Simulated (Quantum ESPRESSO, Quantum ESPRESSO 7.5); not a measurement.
# Work function and surface energy of Ag(110) against thickness

How thick must a slab of Ag(110) be?

Main program and level: Quantum ESPRESSO 7.5; plane-wave DFT, PBE, GBRV ultrasoft pseudopotentials.

## Step 1: The starting structure

The cell holds 8 atoms: 8 Ag. Its edges and angles: a = 4.090 Å, b = 2.892 Å, c = 25.122 Å, α = 90.0°, β = 90.0°, γ = 90.0°. It derives from Ag. Vacuum lies along c.

As a file:

```cif
data_structure
_symmetry_space_group_name_H-M 'P 1'
_symmetry_Int_Tables_number 1
_cell_length_a 4.0900
_cell_length_b 2.8921
_cell_length_c 25.1222
_cell_angle_alpha 90.000
_cell_angle_beta 90.000
_cell_angle_gamma 90.000
_cell_volume 297.16
loop_
_atom_site_label
_atom_site_type_symbol
_atom_site_fract_x
_atom_site_fract_y
_atom_site_fract_z
_atom_site_occupancy
Ag1 Ag 0.50000 0.50000 0.29854 1
Ag2 Ag 0.00000 0.00000 0.35610 1
Ag3 Ag 0.50000 0.50000 0.41366 1
Ag4 Ag 0.00000 0.00000 0.47122 1
Ag5 Ag 0.50000 0.50000 0.52878 1
Ag6 Ag 0.00000 0.00000 0.58634 1
Ag7 Ag 0.50000 0.50000 0.64390 1
Ag8 Ag 0.00000 0.00000 0.70146 1
```

## Step 2: Running the series

ASE writes the inputs, starts pw.x and reads the results. Under ESM bc1 the zero of energy of a symmetric slab is the vacuum, so the work function is minus the Fermi level.

run.py

```python
import json
import numpy as np
from ase.build import fcc110
from ase.calculators.espresso import Espresso, EspressoProfile

profile = EspressoProfile(command='mpirun -n 8 pw.x -nk 8', pseudo_dir='../pseudo')
pseudopotentials = {'Ag': 'ag_pbe_v1.4.uspp.F.UPF'}
system = {'ecutwfc': 40, 'ecutrho': 200, 'occupations': 'smearing', 'smearing': 'mv', 'degauss': 0.02}


def calculator(name, kpts, **extra):
    data = dict(control=dict(tprnfor=True, verbosity='high', disk_io='none'),
                system=system | extra,
                electrons=dict(conv_thr=1e-07, mixing_beta=0.4, mixing_mode='local-TF',
                               electron_maxstep=100))
    return Espresso(profile=profile, directory=name, pseudopotentials=pseudopotentials, kpts=kpts, input_data=data)


def centre(atoms):
    z = atoms.positions[:, 2]
    atoms.positions[:, 2] -= (z.max() + z.min()) / 2  # ESM wants the slab about z = 0
    return atoms


rows = []
for n in [3, 4, 5, 6, 7, 8]:
    slab = centre(fcc110('Ag', size=(1, 1, n), a=4.09, vacuum=7.5, periodic=True))
    slab.set_initial_magnetic_moments([0.0] * n)
    slab.calc = calculator(f'n{n}', (8, 10, 1), assume_isolated='esm', esm_bc='bc1')
    energy = slab.get_potential_energy()
    work = -slab.calc.get_fermi_level()
    force = slab.get_forces()[-1, 2]
    rows.append([n, energy, work, force])
    print(f'{n} layers: E = {energy:.5f} eV, work function {work:.3f} eV, force on the top atom {force:+.3f} eV/A')

n, energy = np.array(rows)[:, :2].T
slope, offset = np.polyfit(n[1:], energy[1:], 1)
area = np.linalg.norm(np.cross(*slab.cell[:2]))
gamma = offset / (2 * area) * 16.0218
print(f'bulk energy from the slope {slope:.5f} eV an atom; unrelaxed surface energy {gamma:.3f} J/m^2')
json.dump(dict(rows=rows, slope=slope, gamma=gamma), open('result.json', 'w'))
```

Launch:

```sh
$ OMP_NUM_THREADS=1 python run.py
```

The program printed:

```text
3 layers: E = -12065.09248 eV, work function 4.343 eV, force on the top atom -0.008 eV/A
4 layers: E = -16087.13926 eV, work function 4.189 eV, force on the top atom -0.044 eV/A
5 layers: E = -20109.30037 eV, work function 4.199 eV, force on the top atom -0.019 eV/A
6 layers: E = -24131.38442 eV, work function 4.213 eV, force on the top atom -0.051 eV/A
7 layers: E = -28153.54580 eV, work function 4.156 eV, force on the top atom -0.057 eV/A
8 layers: E = -32175.64879 eV, work function 4.207 eV, force on the top atom -0.050 eV/A
bulk energy from the slope -4022.12645 eV an atom; unrelaxed surface energy 0.918 J/m^2
```

Wall time 12 min (8 MPI ranks of Arm Neoverse V2, shared host); peak memory 2 GiB; 1.6 h of CPU time.

The input that ASE wrote for the first run, and its log:

```
&CONTROL
   verbosity        = 'high'
   tprnfor          = .true.
   disk_io          = 'none'
   pseudo_dir       = '../pseudo'
/
&SYSTEM
   ecutwfc          = 40
   ecutrho          = 200
   occupations      = 'smearing'
   degauss          = 0.02
   smearing         = 'mv'
   assume_isolated  = 'esm'
   esm_bc           = 'bc1'
   ntyp             = 1
   nat              = 3
   ibrav            = 0
/
&ELECTRONS
   electron_maxstep = 100
   conv_thr         = 1e-07
   mixing_mode      = 'local-TF'
   mixing_beta      = 0.4
/
&IONS
/
&CELL
/
&FCP
/
&RISM
/
ATOMIC_SPECIES
Ag 107.8682 ag_pbe_v1.4.uspp.F.UPF

K_POINTS automatic
8 10 1  0 0 0

CELL_PARAMETERS angstrom
4.09000000000000 0.00000000000000 0.00000000000000
0.00000000000000 2.89206673505298 0.00000000000000
0.00000000000000 0.00000000000000 17.89206673505298

ATOMIC_POSITIONS angstrom
Ag 0.0000000000 0.0000000000 -1.4460333675  
Ag 2.0450000000 1.4460333675 0.0000000000  
Ag 0.0000000000 0.0000000000 1.4460333675
```

```text
Program PWSCF v.7.5 starts
[citation notice left out]

     Parallel version (MPI & OpenMP), running on       8 processor cores
     Number of MPI processes:                 8
     Threads/MPI process:                     1

     MPI processes distributed on     1 nodes
[... 1 line left out ...]

Warning: card &CELL ignored
Warning: card &FCP ignored
Warning: card &RISM ignored

     Current dimensions of program PWSCF are:
     Max number of different atomic species (ntypx) = 10
     Max number of k-points (npk) =  40000
     Max angular momentum in pseudopotentials (lmaxx) =  4
     Message from routine setup:
     using ibrav=0 with symmetry is DISCOURAGED, use correct ibrav instead

     K-points division:     npool     =       8
     Subspace diagonalization in iterative solution of the eigenvalue problem:
     a serial algorithm will be used

     G-vector sticks info
     --------------------
     sticks:   dense  smooth     PW     G-vecs:    dense   smooth      PW
     Sum         675     533    165                68291    48689    8359

     Using Slab Decomposition

     bravais-lattice index     =            0
     lattice parameter (alat)  =       7.7290  a.u.
     unit-cell volume          =    1428.1990 (a.u.)^3
     number of atoms/cell      =            3
     number of atomic types    =            1
     number of electrons       =        57.00
     number of Kohn-Sham states=           35
     kinetic-energy cutoff     =      40.0000  Ry
     charge density cutoff     =     200.0000  Ry
     scf convergence threshold =      1.0E-07
     mixing beta               =       0.4000
     number of iterations used =            8  local-TF  mixing
     Exchange-correlation=  SLA  PW   PBX  PBC
                           (   1   4   3   4   0   0   0)

     Effective Screening Medium Method
     =================================
     Boundary Conditions: Vacuum-Slab-Vacuum
     total charge in unit cell        =   0.0000
     grid points for fit at edges     =        4

[... 10 lines left out ...]
     PseudoPot. # 1 for Ag read from file:
     ../pseudo/ag_pbe_v1.4.uspp.F.UPF
     Pseudo is Ultrasoft + core correction, Zval = 19.0
     Generated by new atomic code, or converted to UPF format
     Using radial grid of  887 points,  6 beta functions with:
                l(1) =   0
                l(2) =   0
                l(3) =   1
                l(4) =   1
                l(5) =   2
                l(6) =   2
     Q(r) pseudized with  6 coefficients,  rinner =    1.300   1.300   1.300
                                                       1.300   1.300

     atomic species   valence    mass     pseudopotential
     Ag               19.00   107.86820     Ag( 1.00)

      8 Sym. Ops., with inversion, found

                                    s                        frac. trans.

      isym =  1     identity

[... 462 lines left out ...]

     occupation numbers
     1.0000   1.0000   1.0000   1.0000   1.0000   1.0000   1.0000   1.0000
     1.0000   1.0000   1.0000   1.0000   1.0000   1.0000   1.0000   1.0000
     1.0000   1.0000   1.0000   1.0000   1.0000   1.0000   1.0000   1.0000
     1.0000   1.0000   1.0000   1.0000   1.0000   0.0000   0.0000   0.0000
     0.0000   0.0000   0.0000

[... 348 lines left out ...]

     the Fermi energy is    -4.3431 ev

!    total energy              =    -886.76801885 Ry
     estimated scf accuracy    <       0.00000005 Ry
     smearing contrib. (-TS)   =       0.00058931 Ry
     internal energy E=F+TS    =    -886.76860816 Ry

     The total energy is F=E-TS. E is the sum of the following terms:
     one-electron contribution =    2163.83088816 Ry
     hartree contribution      =   -1097.42436967 Ry
     xc contribution           =     -86.80009529 Ry
     ewald contribution        =   -1866.37503136 Ry

     convergence has been achieved in  18 iterations

     negative rho (up, down):  3.151E-03 0.000E+00

     Forces acting on atoms (cartesian axes, Ry/au):

     atom    1 type  1   force =     0.00000000    0.00000000    0.00030126
     atom    2 type  1   force =     0.00000000    0.00000000    0.00000000
     atom    3 type  1   force =     0.00000000    0.00000000   -0.00030126
     The non-local contrib.  to forces
     atom    1 type  1   force =     0.00000000    0.00000000   -0.23145334
     atom    2 type  1   force =     0.00000000    0.00000000    0.00000000
     atom    3 type  1   force =     0.00000000    0.00000000    0.23145334
     The ionic contribution  to forces
     atom    1 type  1   force =    -0.00000000   -0.00000000 -195.20898324
     atom    2 type  1   force =     0.00000000    0.00000000   -0.00000000
     atom    3 type  1   force =    -0.00000000   -0.00000000  195.20898324
     The local contribution  to forces
     atom    1 type  1   force =     0.00000000   -0.00000000  195.43970696
     atom    2 type  1   force =     0.00000000    0.00000001   -0.00003832
     atom    3 type  1   force =     0.00000000    0.00000000 -195.43978361
     The core correction contribution to forces
     atom    1 type  1   force =     0.00000000   -0.00000000    0.00153431
     atom    2 type  1   force =    -0.00000000    0.00000000   -0.00000000
     atom    3 type  1   force =     0.00000000   -0.00000000   -0.00153431
     The Hubbard contrib.    to forces
     atom    1 type  1   force =     0.00000000    0.00000000    0.00000000
     atom    2 type  1   force =     0.00000000    0.00000000    0.00000000
     atom    3 type  1   force =     0.00000000    0.00000000    0.00000000
     The SCF correction term to forces
     atom    1 type  1   force =    -0.00000000    0.00000000   -0.00054175
     atom    2 type  1   force =    -0.00000000   -0.00000000    0.00000001
     atom    3 type  1   force =    -0.00000000   -0.00000000    0.00054176

     Total force =     0.000426     Total SCF correction =     0.000766
     SCF correction compared to forces is large: reduce conv_thr to get better values
     Message from routine punch:
     Nothing written, as per user request (disk_io='none')

[... 1 line left out ...]

[... 1 line left out ...]

[... 1 line left out ...]

[... 3 lines left out ...]

[... 1 line left out ...]

[... 2 lines left out ...]

[... 1 line left out ...]

[... 1 line left out ...]

=------------------------------------------------------------------------------=
   JOB DONE.
=------------------------------------------------------------------------------=
```

Numbers from this step:

* surface energy: 0.9177 J/m²
* work function of the thickest slab: 4.207 eV

The work function by layers:

```tsv
layers	work function (eV)
3.00	4.34
4.00	4.19
5.00	4.20
6.00	4.21
7.00	4.16
8.00	4.21
```

Force on the top atom along the normal against layers:

```tsv
layers	force on the top atom along the normal (eV/Å)
3.00	-0.00775
4.00	-0.0441
5.00	-0.0191
6.00	-0.0512
7.00	-0.0569
8.00	-0.0498
```

Energy less the bulk line's slope against layers:

```tsv
layers	energy less the bulk line's slope (meV)
3.00	1287
4.00	1367
5.00	1332
6.00	1374
7.00	1339
8.00	1363
```

## Step 3: The script: PBE, SG15 norm-conserving

Level of this step: plane-wave DFT, PBE, SG15 norm-conserving pseudopotentials (Quantum ESPRESSO 7.5).

run.py, as its differences from the input of step 2:

```diff
@@ -6,4 +6,4 @@
 profile = EspressoProfile(command='mpirun -n 8 pw.x -nk 8', pseudo_dir='../pseudo')
-pseudopotentials = {'Ag': 'ag_pbe_v1.4.uspp.F.UPF'}
-system = {'ecutwfc': 40, 'ecutrho': 200, 'occupations': 'smearing', 'smearing': 'mv', 'degauss': 0.02}
+pseudopotentials = {'Ag': 'Ag_ONCV_PBE-1.2.upf'}
+system = {'ecutwfc': 60, 'ecutrho': 240, 'occupations': 'smearing', 'smearing': 'mv', 'degauss': 0.02}
```

Launch:

```sh
$ OMP_NUM_THREADS=1 python run.py
```

The program printed:

```text
3 layers: E = -11739.44700 eV, work function 4.318 eV, force on the top atom -0.016 eV/A
4 layers: E = -15652.94814 eV, work function 4.156 eV, force on the top atom -0.042 eV/A
5 layers: E = -19566.56330 eV, work function 4.172 eV, force on the top atom -0.026 eV/A
6 layers: E = -23480.10129 eV, work function 4.179 eV, force on the top atom -0.056 eV/A
7 layers: E = -27393.71814 eV, work function 4.127 eV, force on the top atom -0.072 eV/A
8 layers: E = -31307.27525 eV, work function 4.174 eV, force on the top atom -0.052 eV/A
bulk energy from the slope -3913.58091 eV an atom; unrelaxed surface energy 0.924 J/m^2
```

Run time: 30 min. Hardware: 8 MPI ranks; peak memory 3 GiB.

Numbers from this step:

| Property | Result |
| --- | --- |
| surface energy | 0.9239 J/m² |
| work function of the thickest slab | 4.174 eV |

Work function against layers:

```tsv
layers	work function (eV)
3.00	4.32
4.00	4.16
5.00	4.17
6.00	4.18
7.00	4.13
8.00	4.17
```

The force on the top atom along the normal by layers:

```tsv
layers	force on the top atom along the normal (eV/Å)
3.00	-0.0156
4.00	-0.0422
5.00	-0.0257
6.00	-0.0564
7.00	-0.0719
8.00	-0.0524
```

The energy less the bulk line's slope by layers:

```tsv
layers	energy less the bulk line's slope (meV)
3.00	1296
4.00	1375
5.00	1341
6.00	1384
7.00	1348
8.00	1372
```

## Step 4: By hand

γ = (E_N − N e_bulk)/(2A). The excess of the thickest slab is 1.363 eV and A = 11.829 Å²: 1.363/(2 × 11.829) × 16.02 = 0.92 J/m² (1 eV/Å² = 16.02 J/m²); the fit's intercept gives 0.92.

## Step 5: Results

| Quantity | Value |
| --- | --- |
| work function of the thickest slab, PBE, GBRV ultrasoft | 4.21 eV |
| unrelaxed surface energy, PBE, GBRV ultrasoft | 0.92 J/m² |
| work function of the thickest slab, PBE, SG15 norm-conserving | 4.17 eV |
| unrelaxed surface energy, PBE, SG15 norm-conserving | 0.92 J/m² |

The thickest slab gives a work function of 4.21 eV and the series an unrelaxed surface energy of 0.92 J/m² (PBE, GBRV ultrasoft). The work function swings by 0.19 eV over 3 to 8 layers and by 0.05 eV over the last step; confined states crossing the Fermi level and the finite mesh both contribute. So 8 layers don't yet hold the work function to 0.05 eV on this mesh. The force on the top atom of the thickest slab points inwards (0.05 eV/Å). The slabs are cut from the bulk at the tabulated lattice constant and not relaxed; the surface energy comes from a straight line through the energies of all but the thinnest slab.

[Logs are printed without paths, hosts, clocks, repeated set-up lines and the standing remarks that a program may print on its own settings, such as how far it seeks lower states.]

[Hosts, paths, dates, database ids (printed as entryN), source tags and the programs' standing remarks are cut or masked in the printed files.]

[Maps of the electrostatic potential energy from Ansatz leave out the sawtooth potential of an applied field or a dipole correction, so their vacuum need not be flat; planar profiles and work functions include it.]
